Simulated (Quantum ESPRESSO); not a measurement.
## Canted and collinear textures of NiS

Symmetry: P6_3/mmc, No. 194, hexagonal system. Conventional cell: a = 3.425 Å, b = 3.425 Å, c = 5.340 Å, α = 90.00°, β = 90.00°, γ = 120.00°. Nearest to Ni lie 6 S at 2.39 Å and 2 Ni at 2.67 Å. Nearest to S lie 6 Ni at 2.39 Å. Farther neighbours and most contacts between anions are not listed.

```
CELL_PARAMETERS angstrom
3.42500 0.00000 0.00000
-1.71250 2.96614 0.00000
0.00000 0.00000 5.34000
ATOMIC_POSITIONS crystal
Ni 0.00000 0.00000 0.00000
Ni 0.00000 0.00000 0.50000
S 0.33333 0.66667 0.25000
S 0.66667 0.33333 0.75000
```

```
method              : LDA with U = 6 eV on Ni d (ortho-atomic projectors); plane waves with GBRV 1.5 LDA potentials, no spin-orbit coupling (and 1 further level or step)
program             : Quantum ESPRESSO 7.5
settings of one run : GBRV 1.5 LDA, potential files S: s_lda_v1.4.uspp.F.UPF, Ni: ni_lda_v1.4.uspp.F.UPF, cutoff 462.59 eV, 5×5×3 k-mesh, 66 bands, fermi-dirac occupations, smearing width 0.1 eV, SCF threshold 4.00e-8, symmetry off, Hubbard form dudarev, Hubbard projectors ortho-atomic, starting moments 2 2 0 0 μB
cost                : 5 runs, 10 min in all on 4 MPI ranks of Arm Neoverse V2, shared host (the runs of this entry)
notes               : The database entry behind the starting cell differs from later determinations by our own check (about 0.4 % short). Without spin–orbit coupling only the angles between moments matter. The cell holds only so many moments, so longer spirals cannot form in it.
lowest start        : two sublattices 30 degrees apart, random 1 and collinear alternating
its final state     : antiferromagnetic
its moments         : 1.26 μB
its net moment      : 0 μB a cell
```

No finished start ends non-collinear. The mesh is coarse, so differences of some ten meV can be noise where moments are itinerant.

[Logs and program files are shortened in this print: banners, set-up blocks, solver, clock and traceback lines can be left out without a mark of their own.]

[Logs are printed without paths, hosts, clocks, repeated set-up lines and the standing remarks that a program may print on its own settings, such as how far it seeks lower states.]

[Hosts, paths, dates, database ids (printed as entryN), source tags and the programs' standing remarks are cut or masked in the printed files.]

[Where a cell is said to come from a database of computed structures, the database is the Materials Project.]
